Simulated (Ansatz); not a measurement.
# CaMgBr4 (model structure): optical spectrum from first principles, part 3 of 3

What colour and refractive index does CaMgBr4 (model structure) have at this level of theory? The structure is a model built here, which may or may not match a known phase. It was built so: 1 of the 2 Ca atoms of the cell replaced by Mg in the P4_2/mnm structure of CaBr2.

Ansatz 0.2.0; DFT, PBE, plane-wave PAW, default files, scalar-relativistic, independent-particle optical response without local fields.

So far. Step 3 (Ground state and bands): There is a gap, 3.36 eV on the path, so no carriers' term is needed. The cell is left with a pressure of 0.0 GPa after its relaxation.

### 4. Spectrum (continued)

Refractive index n and extinction k against photon energy:

```
photon energy (eV)  n, E ∥ x or y  k, E ∥ x or y  n, E ∥ z  k, E ∥ z
                 0           1.90              0      1.93         0
                 1           1.92              0      1.94         0
                 2           1.96              0      1.98         0
                 3           2.05              0      2.07         0
                 4           2.23         0.0960      2.26    0.0269
                 5           2.58          0.260      2.74     0.110
                 6           2.28          0.929      2.04      1.04
                 7           2.00           1.27      2.28      1.15
                 8           1.70           1.31      1.93      1.41
                 9           1.66           1.01      1.42      1.26
                10           1.39           1.27      1.37      1.16
                11           1.14           1.33      1.16      1.43
                12          0.916           1.23     0.775      1.24
                13          0.818           1.06     0.661     0.958
                14          0.656          0.839     0.582     0.861
                15          0.660          0.706     0.615     0.568
                16          0.630          0.627     0.629     0.599
                17          0.616          0.500     0.647     0.495
                18          0.611          0.422     0.588     0.478
                19          0.634          0.354     0.613     0.332
                20          0.629          0.262     0.636     0.257
                21          0.686          0.218     0.695     0.182
                22          0.719          0.138     0.725     0.149
                23          0.797          0.109     0.793    0.0908
                24          0.878         0.0828     0.905    0.0773
                25           1.06          0.137      1.04     0.271
```

Optical constants at common wavelengths, from n + ik = √ε:

```
wavelength (nm)  n xy   k xy  R (%) xy     1/α xy   n z    k z  R (%) z      1/α z
           1550  1.91  0.000       9.8  over 1 mm  1.94  0.000     10.2  over 1 mm
           1064  1.92  0.000      10.0  over 1 mm  1.95  0.000     10.3  over 1 mm
            800  1.94  0.000      10.2  over 1 mm  1.96  0.000     10.5  over 1 mm
            532  1.98  0.000      10.8  over 1 mm  2.00  0.000     11.2  over 1 mm
            450  2.02  0.000      11.4  over 1 mm  2.04  0.000     11.7  over 1 mm
            405  2.06  0.000      11.9  over 1 mm  2.07  0.000     12.2  over 1 mm
            365  2.11  0.000      12.8      84 µm  2.12  0.000     12.9  over 1 mm
```

Through 1 µm of it, D65 light comes out colourless (x = 0.314, y = 0.331; 80 % transmitted).

The f-sum over the summed bands holds 37.7 of the cell's 48 electrons outside the frozen cores. Up to 25 eV the strength has a mean oscillator energy of 9.3 eV, well above the main peak, so higher transitions carry much of it.

### 5. Static response with local fields

Perturbation theory gives the static response with local fields and the functional's kernel, and it needs no empty bands.

This step: DFT, PBE, plane-wave PAW, default files, scalar-relativistic, static field response by perturbation theory with local fields (Ansatz 0.2.0).

Input file input.yaml:

```yaml
crystal:
  lattice:
    - [6.6767943564, 0.0110816164, 0.0]
    - [0.0110816164, 6.6767943564, 0.0]
    - [0.0, 0.0, 4.1568835396]
  atoms:
    - { symbol: Br, position: [0.209887289, 0.790112711, 0.5] }
    - { symbol: Br, position: [0.3133759295, 0.3133759295, 0.0] }
    - { symbol: Br, position: [0.6866240705, 0.6866240705, 0.0] }
    - { symbol: Br, position: [0.790112711, 0.209887289, 0.5] }
    - { symbol: Ca, position: [0.0, 0.0, 0.0] }
    - { symbol: Mg, position: [0.5, 0.5, 0.5] }
kpoints:
  mp_grid: { grid: [4, 4, 6] }
scf:
  occupations: { method: fixed }
hamiltonian:
  xc: pbe
  pseudopotentials: { kind: paw }
dielectric: {}
```

Started as:

```bash
> ansatz run input.yaml --threads 2 --pin off --max-ram 5120MiB --backend cpu --events-out ev --progress --plain --runs-dir out
```

Numbers of over 12 decimals in the logs are rounded to 6 here.

The program printed:

```text
[...]
Crystal: 6 atoms, lattice volume = 185.312 Å³
Basis set: ecut = 420 eV, 3589 PW (Γ), exchange–correlation on 90×90×60 points (8 copies of the dense FFT grid, shifted against one another)
Bands: 30, of which v1, the nominal top of the filled ones, is band 24 counted from 1 (23 counted from 0)
Symmetry: 8 space group operations
k-points: 52 of 96 (irreducible under 1 space group operation, time reversal used)
[...]
SCF iter   1: F=—  HF=-14883.770485 eV  |F-HF|=—  |Δ(HF+E_count)|=         —  Δρ=6.72e-4  dr2=2.45e-3  ethr=1.77e-3  ⟨swp⟩=6.3  Hψ=6996  notcnv=0  defer=195
[...]
SCF iter   8: F=-14883.771303 eV  HF=-14883.771303 eV  |F-HF|=4.18e-11  |Δ(HF+E_count)|=  9.11e-10  Δρ=1.29e-7  dr2=4.90e-11  ethr=1.00e-12  ⟨swp⟩=15.1  Hψ=8915  notcnv=0
SCF 1 converged in 8 iterations: F = -14883.771303 eV  dr2 = 4.90e-11
[...]
DFPT response loops at Γ: preconditioner auto → Resta (q_TF=auto, 2.178 Å⁻¹)  ε∞=4.2 (no band partly filled); β = 1.00, the filter's whole step (`scf.mixing.beta` (0.50) is not read by the response loops at its default; to damp them type it under 1.00, their step now; it binds the ground state too); Broyden in place of MSR1
── the response to a field inside a basis, on 4×4×6 k-points: an SCF that follows is theirs, and a resumed run solves both again ──
Bands: 25, of which v1, the nominal top of the filled ones, is band 24 counted from 1 (23 counted from 0)
k-points: 18 of 96
[...]
Eigensolver: Dense (18 Hₖ)
SCF iter   1: F=—  HF=-14883.748554 eV  |F-HF|=—  |Δ(HF+E_count)|=         —  Δρ=9.65e-5  dr2=4.16e-6  ethr=1.00e-1
[...]
SCF iter   3: F=-14883.748573 eV  HF=-14883.748573 eV  |F-HF|=2.39e-8  |Δ(HF+E_count)|=   5.43e-6  Δρ=3.01e-6  dr2=1.14e-8  ethr=2.80e-9
SCF 1 converged in 3 iterations: F = -14883.748573 eV  dr2 = 1.14e-8
[...]
SCF converged after 8 iterations
Free energy (F): -14883.771303 eV
[...]
Internal energy: -14883.771303 eV  (E = F + TS)
E sigma→0 (E₀):  -14883.771303 eV
Fermi energy:    2.326741 eV
[...]
--- Band table (eV; the first three rows and the last of 52) ---
  k-point 0: bands = [... 20 lower, 1.7503, 1.9971, 2.0168, 2.3267, 5.6877, 6.8803, 7.8796, 7.9011, ... 2 higher]
  k-point 1: bands = [... 20 lower, 1.2251, 1.8625, 1.9313, 2.2067, 6.2885, 7.4214, 7.7156, 7.8516, ... 2 higher]
  k-point 2: bands = [... 20 lower, 0.9634, 1.6491, 1.6826, 1.8421, 7.2602, 7.5726, 7.6755, 7.8953, ... 2 higher]
  k-point 51: bands = [... 20 lower, 1.6239, 1.7028, 1.7186, 1.9157, 6.8220, 7.1631, 7.4274, 8.0050, ... 2 higher]
--- Dielectric response (ions clamped): 3 representative field directions + reference, inside a basis on a mesh of 96 k-points (Σ response iterations 12) ---
  ε∞ (high-frequency dielectric tensor):
        3.310627    -0.030067     0.000000
       -0.030067     3.310627     0.000000
        0.000000     0.000000     3.389446
  Born effective charges Z* (e; rows j = field, columns β = displacement):
    site 0:
        -1.20076    0.65273   -0.00000
         0.65273   -1.20076    0.00000
        -0.00000   -0.00000   -1.23124
    site 1:
        -1.15034   -0.57862   -0.00000
        -0.57862   -1.15034   -0.00000
        -0.00000    0.00000   -1.30625
    site 2:
        -1.15034   -0.57862   -0.00000
        -0.57862   -1.15034   -0.00000
        -0.00000    0.00000   -1.30625
    site 3:
        -1.20076    0.65273   -0.00000
         0.65273   -1.20076    0.00000
        -0.00000   -0.00000   -1.23124
    site 4:
         2.40405    0.15074    0.00000
         0.15074    2.40405   -0.00000
         0.00000    0.00000    2.49119
    site 5:
         2.29815   -0.29895    0.00000
        -0.29895    2.29815    0.00000
         0.00000    0.00000    2.58380
  Z* charge neutrality: 7.837e-3 e pre-enforcement
  solved inside a basis spanned on kpoints, on 4×4×6 k-points, its susceptibility summed on 6×6×8: ε∞ is read to err by 9.5e-3, Z* by 1.4e-2 e (field_mesh: kpoints solves on kpoints); Z* is corrected for what the basis lacks
```

It took 2.7 min on 2 threads of Arm Neoverse N1, shared host; peak memory 1.4 GiB.

Numbers from this step:

```
electronic dielectric constant ε∞, mean over x, y and z (by symmetry where fewer were run) : 3.337
```

ε∞ with local fields:

```
 3.31 -0.03  0.00
-0.03  3.31  0.00
 0.00  0.00  3.39
```

Diagonal elements. Born, by row:

```
atom  Z*xx (e)  Z*yy (e)  Z*zz (e)
 Br1    -1.201    -1.201    -1.231
 Br2     -1.15     -1.15    -1.306
 Br3     -1.15     -1.15    -1.306
 Br4    -1.201    -1.201    -1.231
 Ca5     2.404     2.404     2.491
 Mg6     2.298     2.298     2.584
```

Mean Born charges are Br -1.21, Ca +2.43 and Mg +2.39, against formal valences of -1, +2 and +2. The largest lies a little above its ionic value.

### 6. Summary of results

```
gap on the path                                                                                                                                     : 3.36 eV
least direct gap on the path                                                                                                                        : 3.36 eV
electronic dielectric constant ε∞, mean over x, y and z (by symmetry where fewer were run) (independent particles)                                  : 3.66
absorption onset, first axis (α over 10⁴ cm⁻¹, or the direct gap if that lies higher)                                                               : 3.69 eV
main peak of Im epsilon, first axis                                                                                                                 : 6.77 eV
centre of weight of the strongest loss peak in the window, first axis                                                                               : 18.2 eV
photocurrent from vertical transitions in a film 500 nm thick on a perfect mirror (two passes), AM1.5G, no front reflection, all carriers collected : 0.223 mA/cm²
electronic dielectric constant ε∞, mean over x, y and z (by symmetry where fewer were run) (static response with local fields)                      : 3.34
```

At this level (PBE, independent particles) CaMgBr4 has a mean ε∞ = 3.66 (3.34 with local fields) and n = 1.91 at 1550 nm (E ∥ x); absorption sets in near 3.7 eV, and Im ε peaks at 6.8 eV (E ∥ x). The cell grew by 2.5 % in volume. The gap on the path is direct, 3.36 eV. The absorption coefficient passes 10⁴ cm⁻¹ at 3.69 eV, in the ultraviolet, so the visible is passed. The strongest loss structure up to 25 eV has its centre of weight at 18.2 eV; a free-electron gas of the 37.7 electrons in the f-sum would put its plasmon at 16.8 eV. Distinct maxima of Im ε, read by a parabola through the highest points, lie at 5.75 eV (4.8), 6.77 eV (6.1), 7.50 eV (5.1) and 9.55 eV (4.1) for E ∥ x or y. The f-sum over the summed bands holds 37.7 of the cell's 48 electrons outside the frozen cores. Up to 25 eV the strength has a mean oscillator energy of 9.3 eV, well above the main peak, so higher transitions carry much of it. Through 1 µm of it, D65 light comes out colourless (x = 0.314, y = 0.331; 80 % transmitted). In the base spectrum excitons and phonon-assisted transitions are missing, and so are local fields; PBE gaps are as a rule too small, which pulls the onset down and ε∞ up. In the base run ε includes the program's bounded estimate of what the bands above those summed add.

[Logs are printed without paths, hosts, clocks, repeated set-up lines and the standing remarks that a program may print on its own settings, such as how far it seeks lower states.]

[Hosts, paths, dates, database ids (printed as entryN), source tags and the programs' standing remarks are cut or masked in the printed files.]
